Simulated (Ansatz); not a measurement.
**KZnIF2 (built on the sites of a database entry of KZnF3): a soft mode frozen in**

Wanted: the energy along a soft mode of KZnIF2 (built on the sites of a database entry of KZnF3) and the structure at the end.

Calculated with Ansatz 0.2.0; DFT PBEsol, scalar-relativistic, plane waves, PAW.

The structure was built from a prototype and need not be the compound's stable phase.

## 1. The starting structure

Symmetry: P4/mmm, No. 123, tetragonal system. Conventional cell: a = 4.382 Å, b = 4.382 Å, c = 5.323 Å, α = 90.00°, β = 90.00°, γ = 90.00°. K has 4 I at 3.10 Å nearest. Nearest to Zn lie 4 F at 2.19 Å and 2 I at 2.66 Å. Nearest to F lie 2 Zn at 2.19 Å. I has 2 Zn at 2.66 Å and 4 K at 3.10 Å nearest. Farther neighbours and most contacts between anions are not listed.

## 2. Phonons on a q mesh

The cell comes from relaxations at this level that are not shown. Stability and thermal properties need the whole zone. Linear response on a 2×2×2 q mesh gives force constants as far as a supercell of that size would, and the tensors from the zone-centre run are typed in so that the long-range dipole term is interpolated apart.

input.yaml reads:

```yaml
crystal:
  lattice:
    - [4.3820292971, 0.0, 0.0]
    - [0.0, 5.3225750611, 0.0]
    - [0.0, 0.0, 4.3820292971]
  atoms:
    - { symbol: K, position: [0.0, 0.0, 0.0] }
    - { symbol: Zn, position: [0.5, 0.5, 0.5] }
    - { symbol: F, position: [0.5, 0.5, 0.0] }
    - { symbol: F, position: [0.0, 0.5, 0.5] }
    - { symbol: I, position: [0.5, 0.0, 0.5] }
kpoints:
  mp_grid: { grid: [6, 4, 6] }
hamiltonian:
  xc: pbesol
scf:
  occupations: { method: fixed }
output:
  eigenvalues: true
phonons:
  method: dfpt
  qmesh: [2, 2, 2]
  temperatures: { t_max: 1000, t_step: 50 }
  qpath:
    path:
      - [[0.0, 0.0, 0.0], [0.0, 0.0, -0.5], [-0.5, 0.0, -0.5], [0.0, 0.0, 0.0], [0.0, -0.5, 0.0], [0.0, -0.5, -0.5], [-0.5, -0.5, -0.5], [0.0, -0.5, 0.0]]
      - [[0.0, 0.0, -0.5], [0.0, -0.5, -0.5]]
      - [[-0.5, 0.0, -0.5], [-0.5, -0.5, -0.5]]
    npoints: 10
  non_analytic_term:
    high_frequency_dielectric_tensor: [[3.2151, 0.0, 0.0], [0.0, 4.1619, 0.0], [0.0, 0.0, 3.2151]]
    born_effective_charges:
      - { species: K, tensor: [[1.1373, 0.0, 0.0], [0.0, 1.0049, 0.0], [0.0, 0.0, 1.1373]] }
      - { species: Zn, tensor: [[2.3264, 0.0, 0.0], [0.0, 3.2937, 0.0], [0.0, 0.0, 2.3264]] }
      - { species: F, tensor: [[-0.7112, 0.0, 0.0], [0.0, -1.3908, 0.0], [0.0, 0.0, -2.277]] }
      - { species: F, tensor: [[-2.277, 0.0, 0.0], [0.0, -1.3908, 0.0], [0.0, 0.0, -0.7112]] }
      - { species: I, tensor: [[-0.4755, 0.0, 0.0], [0.0, -1.5169, 0.0], [0.0, 0.0, -0.4755]] }
    source: "zone-centre run at this cell"
```

The run is started by

```console
$ ansatz run input.yaml --threads 8 --pin off --max-ram 14336MiB --backend cpu --events-out ev --progress --plain --runs-dir out
```

Numbers of over 12 decimals in the logs are rounded to 6 here.

What it wrote:

```text
Engine: ansatz 0.2.0, aarch64-unknown-linux-gnu
Pseudopotentials: kind: paw
Pseudopotential: K, paw, valence charge 9, recommended cutoff 420 eV (normal), K.paw.azcp
Pseudopotential: Zn, paw, valence charge 12, recommended cutoff 420 eV (normal), Zn.paw.azcp
Pseudopotential: F, paw, valence charge 7, recommended cutoff 420 eV (normal), F.paw.azcp
Pseudopotential: I, paw, valence charge 17, recommended cutoff 420 eV (normal), I.paw.azcp
Functional definition: PBEsol
  exchange = pbesol_x
  correlation = pbesol_c
Crystal: 5 atoms, lattice volume = 102.205 Å³
Basis set: ecut = 420 eV, 2033 PW (Γ), exchange–correlation on 60×72×60 points (8 copies of the dense FFT grid, shifted against one another)
Bands: 32, of which v1, the nominal top of the filled ones, is band 26 counted from 1 (25 counted from 0)
Symmetry: 16 space group operations
k-points: 30 of 144
Non-local potential: K, projectors of the file, l = 0: 3, l = 1: 2, l = 2: 2
Non-local potential: Zn, projectors of the file, l = 0: 2, l = 1: 2, l = 2: 3, l = 3: 1
Non-local potential: F, projectors of the file, l = 0: 2, l = 1: 2, l = 2: 1
Non-local potential: I, projectors of the file, l = 0: 2, l = 1: 2, l = 2: 2, l = 3: 2
PAW form: soft (Blöchl's): semilocal exchange-correlation on the pseudo side does not see the compensation charge
PAW frozen core: K, regenerated for the run's functional, and the local potential with it (the file was generated under x = pbe(κ = 0.804, μ = 0.219515), c = pbe(β = 0.066725))
PAW frozen core: Zn, regenerated for the run's functional, and the local potential with it (the file was generated under x = pbe(κ = 0.804, μ = 0.219515), c = pbe(β = 0.066725))
PAW frozen core: F, regenerated for the run's functional, and the local potential with it (the file was generated under x = pbe(κ = 0.804, μ = 0.219515), c = pbe(β = 0.066725))
PAW frozen core: I, regenerated for the run's functional, and the local potential with it (the file was generated under x = pbe(κ = 0.804, μ = 0.219515), c = pbe(β = 0.066725))
PAW one-centre angular grid: K, 110 points (default); XC on 64 Gauss nodes
PAW one-centre angular grid: Zn, 590 points (default); XC on 64 Gauss nodes
PAW one-centre angular grid: F, 110 points (default); XC on 64 Gauss nodes
PAW one-centre angular grid: I, 590 points (default); XC on 64 Gauss nodes
Initial density: superposition of atomic densities (neutral atoms: chi_scale 0, normalization atom), corrected by the library's trained network
Initial wavefunctions: pseudopotential atomic-orbital guess
Functional: x = pbesol(κ = 0.804, μ = 0.123457), c = pbesol(β = 0.046)
SCF iter   1: F=—  HF=-13833.051295 eV  |F-HF|=—  |Δ(HF+E_count)|=         —  Δρ=9.74e-3  dr2=6.30e-2  ethr=1.77e-3  ⟨swp⟩=5.2  Hψ=3882  notcnv=0  defer=112
preconditioner: auto → Resta (q_TF=auto, 2.438 Å⁻¹)  ε∞=3.9  [insulator: Δε(μ)=1.600 eV  Ē_g=13.564 eV  n_scr=28 (ndim 8)  ℏωp=23.2 eV  f_vac=0.101  ε∞_Penn≈3.9]
SCF iter   2: F=—  HF=-13833.034461 eV  |F-HF|=—  |Δ(HF+E_count)|=   1.68e-2  Δρ=2.65e-3  dr2=4.31e-3  ethr=1.21e-4  ⟨swp⟩=2.3  Hψ=1884  notcnv=0  defer=118
SCF iter   3: F=—  HF=-13833.033588 eV  |F-HF|=—  |Δ(HF+E_count)|=   8.73e-4  Δρ=9.22e-4  dr2=9.02e-4  ethr=8.29e-6  ⟨swp⟩=2.3  Hψ=1596  notcnv=0  defer=119
SCF iter   4: F=—  HF=-13833.033583 eV  |F-HF|=—  |Δ(HF+E_count)|=   5.22e-6  Δρ=2.16e-4  dr2=7.07e-5  ethr=1.73e-6  ⟨swp⟩=2.0  Hψ=1506  notcnv=0  defer=119
SCF iter   5: F=—  HF=-13833.033605 eV  |F-HF|=—  |Δ(HF+E_count)|=   2.26e-5  Δρ=1.96e-4  dr2=2.41e-5  ethr=1.36e-7  ⟨swp⟩=2.0  Hψ=1342  notcnv=0  defer=117
SCF iter   6: F=—  HF=-13833.033593 eV  |F-HF|=—  |Δ(HF+E_count)|=   1.22e-5  Δρ=2.94e-5  dr2=1.65e-6  ethr=4.63e-8  ⟨swp⟩=2.0  Hψ=1292  notcnv=0  defer=107
SCF iter   7: F=—  HF=-13833.033594 eV  |F-HF|=—  |Δ(HF+E_count)|=   6.03e-7  Δρ=1.28e-5  dr2=1.71e-7  ethr=3.17e-9  ⟨swp⟩=2.0  Hψ=1692  notcnv=0  defer=102
SCF iter   8: F=—  HF=-13833.033594 eV  |F-HF|=—  |Δ(HF+E_count)|=  7.11e-10  Δρ=3.97e-6  dr2=1.31e-8  ethr=3.29e-10  ⟨swp⟩=2.0  Hψ=1689  notcnv=0  defer=102
SCF iter   9: F=—  HF=-13833.033594 eV  |F-HF|=—  |Δ(HF+E_count)|=   8.23e-9  Δρ=9.93e-7  dr2=1.03e-9  ethr=2.51e-11  ⟨swp⟩=2.0  Hψ=1685  notcnv=0  defer=102
SCF iter  10: F=—  HF=-13833.033594 eV  |F-HF|=—  |Δ(HF+E_count)|=   1.25e-9  Δρ=2.58e-7  dr2=8.79e-11  ethr=1.98e-12  ⟨swp⟩=2.0  Hψ=1420  notcnv=0  defer=102
SCF iter  11: F=—  HF=-13833.033594 eV  |F-HF|=—  |Δ(HF+E_count)|=  1.42e-10  Δρ=7.79e-8  dr2=1.09e-11  ethr=1.00e-12  ⟨swp⟩=14.1  Hψ=6850  notcnv=0
SCF iter  12: F=-13833.033594 eV  HF=-13833.033594 eV  |F-HF|=3.64e-12  |Δ(HF+E_count)|=  1.46e-11  Δρ=6.50e-8  dr2=3.21e-12  ethr=1.00e-12  ⟨swp⟩=5.2  Hψ=4016  notcnv=0
SCF 1 converged in 12 iterations: F = -13833.033594 eV  dr2 = 3.21e-12
  greatest PAW one-centre occupation: 0.999 electrons in one spin orbital (limit 2), on the I atom at site 4 (counted from 0), in its partial waves of l = 2
NSCF: frozen V_eff on 30 k-points
NSCF: frozen V_eff on 48 k-points
DFPT response loops at q = (0, 0, 0) (fractional): preconditioner auto → Resta (q_TF=auto, 2.438 Å⁻¹)  ε∞=6.0 (no band partly filled); β = 1.00, the filter's whole step (`scf.mixing.beta` (0.50) is not read by the response loops at its default; to damp them type it under 1.00, their step now; it binds the ground state too); Broyden in place of MSR1
NSCF: frozen V_eff on 96 k-points
DFPT response loops at q = (0, 0, -0.5) (fractional): mixed as the last ones told, above
NSCF: frozen V_eff on 96 k-points
DFPT response loops at q = (0, -0.5, 0) (fractional): mixed as the last ones told, above
NSCF: frozen V_eff on 96 k-points
DFPT response loops at q = (0, -0.5, -0.5) (fractional): mixed as the last ones told, above
NSCF: frozen V_eff on 96 k-points
DFPT response loops at q = (-0.5, 0, -0.5) (fractional): mixed as the last ones told, above
NSCF: frozen V_eff on 96 k-points
DFPT response loops at q = (-0.5, -0.5, -0.5) (fractional): mixed as the last ones told, above
SCF converged after 12 iterations
Free energy (F): -13833.033594 eV
Harris-Foulkes:  -13833.033594 eV  (|F-HF|=3.64e-12)
Internal energy: -13833.033594 eV  (E = F + TS)
E sigma→0 (E₀):  -13833.033594 eV
Fermi energy:    4.266970 eV
--- Per-component energies (eV) ---
  E_band       = -522.331038
  E_kinetic    = 985.518081
  E_local      = -5578.856658  (includes V_loc(G=0)·N_el)
  E_nonlocal   = 695.069854
  E_hartree    = 2453.961505
  E_xc         = -552.148513
  E_vxc        = -545.712218  (∫ρ·V_xc dr)
  E_paw        = -7683.417434  (= ΣΔE_a)
  E_vpaw       = -986.276605  (= ΣTr[D̂ρ^β])
  E_aug_tail   = 0.003524  (compensation charges beyond the density's cutoff)
  E_ewald      = -4154.566221
  E_core_change = 1.402267  (= ΣΔE_core)
  E_smearing   = -0.000000  (= −TS)
  E_closure    = -0.000000  (closes the sum)
  Σ components = -13833.033594   (vs F -13833.033594, Δ=0.00e0)
--- Band table (eV; the first three rows and the last of 30) ---
  k-point 0: bands = [... 22 lower, 2.8568, 3.6505, 4.0965, 4.0965, 5.9435, 9.4554, 10.3205, 12.0527, ... 2 higher]
  k-point 1: bands = [... 22 lower, 2.8450, 3.5734, 3.6025, 3.9660, 6.4190, 9.9446, 10.9705, 12.5165, ... 2 higher]
  k-point 2: bands = [... 22 lower, 2.8195, 2.9296, 3.4138, 3.7274, 7.4289, 10.9674, 11.8607, 12.6475, ... 2 higher]
  k-point 29: bands = [... 22 lower, 3.3250, 3.8740, 3.8740, 4.2670, 9.7487, 9.7487, 11.0651, 11.4349, ... 2 higher]
--- Phonons (Γ-DFPT): 9 representative perturbations + reference (Σ response iterations 28) ---
  ASR residual: 5.989e-5 → 0.000e0 eV/Å²; symmetrization residual: 6.676e-6 eV/Å²
  ASR residual per site (eV/Å²): 9.88e-6 5.94e-5 5.99e-5 5.99e-5 2.40e-5
  Γ frequencies (cm⁻¹): -120.44 -107.60 -107.60 0.00 0.00 0.00 32.89 32.89 118.62 152.80 184.25 184.25 184.27 215.10 215.10
--- Phonons (arbitrary-q DFPT): 6 irreducible q on the 2×2×2 mesh ---
  q = [0.0000, 0.0000, 0.0000] (star 1, of the zone-centre solve; hermiticity 2.00e-6, symmetrization 5.74e-12): -120.44 -107.60 -107.60 -0.00 0.00 0.00 32.89 32.89 118.62 152.80 184.25 184.25 184.27 215.10 215.10
  q = [0.0000, 0.0000, -0.5000] (star 2, 15 solved perturbations on 48 of 144 k-point pairs; hermiticity 1.91e-6, symmetrization 6.60e-13): -110.73 -104.63 23.08 76.44 101.90 109.94 131.66 137.81 140.19 144.78 180.14 180.42 189.28 193.12 258.30
  q = [0.0000, -0.5000, 0.0000] (star 1, 9 solved perturbations in 378 linear systems a pass and spin channel, the states on 48 of 144 k-point pairs; hermiticity 3.61e-7, symmetrization 4.09e-8): -101.49 -101.49 -82.74 -3.72 -3.72 54.99 54.99 127.22 129.37 137.86 195.32 195.32 213.69 213.69 262.18
  q = [0.0000, -0.5000, -0.5000] (star 2, 15 solved perturbations on 48 of 144 k-point pairs; hermiticity 8.25e-7, symmetrization 1.52e-8): -114.36 -109.16 -100.23 85.07 96.38 104.29 126.86 141.31 142.56 150.54 173.90 181.84 187.24 204.85 235.26
  q = [-0.5000, 0.0000, -0.5000] (star 1, 9 solved perturbations in 378 linear systems a pass and spin channel, the states on 48 of 144 k-point pairs; hermiticity 9.00e-7, symmetrization 3.10e-12): -187.05 -107.17 -31.94 -31.94 72.19 78.40 124.21 124.21 139.96 139.96 177.41 201.91 228.92 228.92 288.36
  q = [-0.5000, -0.5000, -0.5000] (star 1, 9 solved perturbations in 378 linear systems a pass and spin channel, the states on 48 of 144 k-point pairs; hermiticity 6.51e-7, symmetrization 7.73e-9): -188.57 -111.60 -80.54 -58.10 -58.10 78.46 137.07 137.07 139.77 139.77 195.14 201.72 220.95 226.53 226.53
  sum rule: each row above includes the acoustic sum rule's correction from the zone centre's row sums; it moved no ω² by more than (0.93 cm⁻¹)²
  mesh force constants: q→R imaginary residual 6.38e-18; ASR residual 5.989e-5 → 0.000e0 eV/Å²; symmetrization residual 3.553e-15 eV/Å²
  interpolated dispersion: 94 rows × 15 modes
  density of states and harmonic sums: on the 14×12×14 q-mesh, interpolated from the force constants of a 2×2×2 supercell (with the dipole–dipole term of supplied tensors)
  largest difference from the sums on the solved wave vectors: F 2.76e-1 eV, S 3.64e-4 and C_V 8.95e-5 eV/K
  zero-point energy: 0.108789 eV/cell   skipped modes (ω ≤ 0): 718, of them read as no rigid motion or as one in doubt: 715 (2.724e0 modes/cell left out, lowest -188.57 cm⁻¹)   left out of the sums: 1.82e-1 of the cell's modes: C_V's classical limit lies that fraction below 3 k_B per atom; for a crystal, a wire or a layer, F and S can be off by more, and a phonons.interpolated_qmesh denser along its periods is the remedy for the sampling
```

Elapsed: 1.8 min, on 8 threads of Arm Neoverse V2, shared host; peak memory 0.92 GiB; 13 min of CPU time.

Reading the cycles: dr2 is the Hartree energy of the density residual (eV), the measure of convergence; HF is the Harris–Foulkes estimate of the energy, which meets the free energy F at convergence.

A gap read on the k-mesh alone can miss the band edges.

This step gave:

| Item | Value |
| --- | --- |
| gap on the k-mesh | 1.677 eV |
| volume per atom | 20.44 Å³ |
| sum-rule residual before enforcement | 5.99e-5 eV/Å² |
| lowest frequency on the path | -188.6 cm⁻¹ |
| point group | 4/mmm |
| highest frequency on the path or at a solved wavevector | 288.4 cm⁻¹ |
| highest optical mode at the zone centre (no LO-TO term) | 215.1 cm⁻¹ |
| lowest optical zone-centre mode | -120.4 cm⁻¹ |
| lowest mode on the q mesh (acoustic modes at Γ apart) | -188.6 cm⁻¹ |

Frequencies (cm⁻¹) solved at each irreducible wavevector; negative means imaginary. Frequencies by wavevector, by row:

```
q in reciprocal lattice units  star  mode 1  mode 2  mode 3  mode 4  mode 13  mode 14  mode 15
                        0 0 0     1  -120.4  -107.6  -107.6       0    184.3    215.1    215.1
                     0 0 -0.5     2  -110.7  -104.6    23.1    76.4    189.3    193.1    258.3
                     0 -0.5 0     1  -101.5  -101.5   -82.7    -3.7    213.7    213.7    262.2
                  0 -0.5 -0.5     2  -114.4  -109.2  -100.2    85.1    187.2    204.8    235.3
                  -0.5 0 -0.5     1  -187.1  -107.2   -31.9   -31.9    228.9    228.9    288.4
               -0.5 -0.5 -0.5     1  -188.6  -111.6   -80.5   -58.1    220.9    226.5    226.5
```

Interpolated from a 2×2×2 q mesh, rough between the solved points, with the LO-TO term (at Γ the limit along the path; where Γ stands inside the path, tables give the limit on arrival). The phonon branches at the labelled points (cm⁻¹):

```
    point  branch 1  branch 2  branch 3  branch 4  branch 12  branch 13  branch 14  branch 15
        Γ      -120      -108       -55         0        184        196        215        259
  halfway      -116      -106        22        40        183        190        204        259
        X      -111      -105        23        76        180        189        193        258
  halfway      -145      -109        54        62        198        213        214        279
        M      -187      -107       -32       -32        202        229        229        288
  halfway      -127      -112        11        43        186        195        223        272
        Γ      -120      -108       -55         0        184        196        215        259
  halfway      -104      -104       -90        11        190        214        214        261
        Z      -102      -102       -83        -4        195        214        214        262
  halfway      -118      -101       -49        55        194        198        203        247
        R      -114      -109      -100        85        182        187        205        235
  halfway      -156      -110       -63        42        204        211        212        227
        A      -189      -112       -80       -58        202        221        226        226
  halfway      -127      -114       -41       -25        184        212        221        230
        Z      -102      -102       -83        -4        195        214        214        262
jump to X      -111      -105        23        76        180        189        193        258
  halfway      -111      -102       -16        79        188        188        200        240
        R      -114      -109      -100        85        182        187        205        235
jump to M      -187      -107       -32       -32        202        229        229        288
  halfway      -188      -109       -47       -47        202        228        228        255
        A      -189      -112       -80       -58        202        221        226        226
```

Symmetry leaves 6 wavevectors to solve. The lowest mode among them, the acoustic zeros apart, lies at q = (-0.5, -0.5, -0.5) and is imaginary, 188.6i cm⁻¹, so the energy falls along it.

## 3. The mode frozen in, largest atomic shift 0 Å

The mode followed lies at q = (-0.5, 0, -0.5) with frequency 187.0i cm⁻¹, one of the unstable modes though not the softest. At small amplitude the distorted cell has space group no. 127 by a symmetry search on the positions. The undistorted cell that holds it gives the zero of energy on the same k mesh.

System of this step: KZnIF2 (built on the sites of a database entry of KZnF3). Symmetry: P4/mmm, No. 123, tetragonal system. Conventional cell: a = 4.382 Å, b = 4.382 Å, c = 5.323 Å, α = 90.00°, β = 90.00°, γ = 90.00°. K has 4 I at 3.10 Å nearest. Nearest to Zn lie 4 F at 2.19 Å and 2 I at 2.66 Å. Nearest to F lie 2 Zn at 2.19 Å. Nearest to I lie 2 Zn at 2.66 Å and 4 K at 3.10 Å. Farther neighbours and most contacts between anions are not listed.

input.yaml reads:

```yaml
crystal:
  lattice:
    - [0.0, 5.3225750611, 0.0]
    - [4.3820292971, 0.0, 4.3820292971]
    - [4.3820292971, 0.0, -4.3820292971]
  atoms:
    - { symbol: K, position: [0.0, 0.5, 0.5] }
    - { symbol: K, position: [0.0, 0.0, 0.0] }
    - { symbol: Zn, position: [0.5, 0.5, 0.0] }
    - { symbol: Zn, position: [0.5, 0.0, 0.5] }
    - { symbol: F, position: [0.5, 0.25, 0.25] }
    - { symbol: F, position: [0.5, 0.75, 0.75] }
    - { symbol: F, position: [0.5, 0.25, 0.75] }
    - { symbol: F, position: [0.5, 0.75, 0.25] }
    - { symbol: I, position: [0.0, 0.5, 0.0] }
    - { symbol: I, position: [0.0, 0.0, 0.5] }
kpoints:
  mp_grid: { grid: [4, 4, 4] }
hamiltonian:
  xc: pbesol
scf:
  occupations: { method: gaussian, width: 0.02 }
output:
  forces: true
  stress: true
  eigenvalues: true
```

What it wrote:

```text
[...]
Crystal: 10 atoms, lattice volume = 204.410 Å³
Basis set: ecut = 420 eV, 4029 PW (Γ), exchange–correlation on 72×90×90 points (8 copies of the dense FFT grid, shifted against one another)
Bands: 63, of which v1, the nominal top of the filled ones, is band 52 counted from 1 (51 counted from 0)
Symmetry: 32 space group operations
[...]
k-points: 18 of 64
[...]
k-point 0: bands = [... 48 lower, 3.3246, 3.6506, 4.0965, 4.0965, 5.9435, 9.3630, 9.4553, 10.3205, ... 4 higher]
  k-point 1: bands = [... 48 lower, 3.3759, 3.5581, 3.5970, 3.9180, 6.4683, 8.7923, 10.0956, 10.8746, ... 4 higher]
  k-point 2: bands = [... 48 lower, 3.2953, 3.2953, 3.5968, 3.5968, 7.6052, 7.6052, 11.5313, 11.5313, ... 4 higher]
  k-point 17: bands = [... 48 lower, 3.5287, 3.5287, 3.9220, 3.9220, 10.3720, 10.3720, 11.1493, 11.1493, ... 4 higher]
[key lines of the parts left out:]
SCF converged after 8 iterations
Free energy (F): -27666.067168 eV
Fermi energy:    5.105285 eV
P = ⅓ Tr σ = -0.0037 GPa (-0.037 kbar)
```

It took 1.8 s on 8 threads; peak memory 0.94 GiB; 13 s of CPU time.

This step gave:

| Item | Value |
| --- | --- |
| pressure | -0.003691 GPa |
| gap on the k-mesh | 1.676 eV |
| energy from the undistorted cell | 0 meV/atom |

At this level the gap is 1.68 eV on the k-mesh of the self-consistent run, which can miss the band edges.

[end of part 1 of 2]

[Logs are printed without paths, hosts, clocks, repeated set-up lines and the standing remarks that a program may print on its own settings, such as how far it seeks lower states.]

[Hosts, paths, dates, database ids (printed as entryN), source tags and the programs' standing remarks are cut or masked in the printed files.]
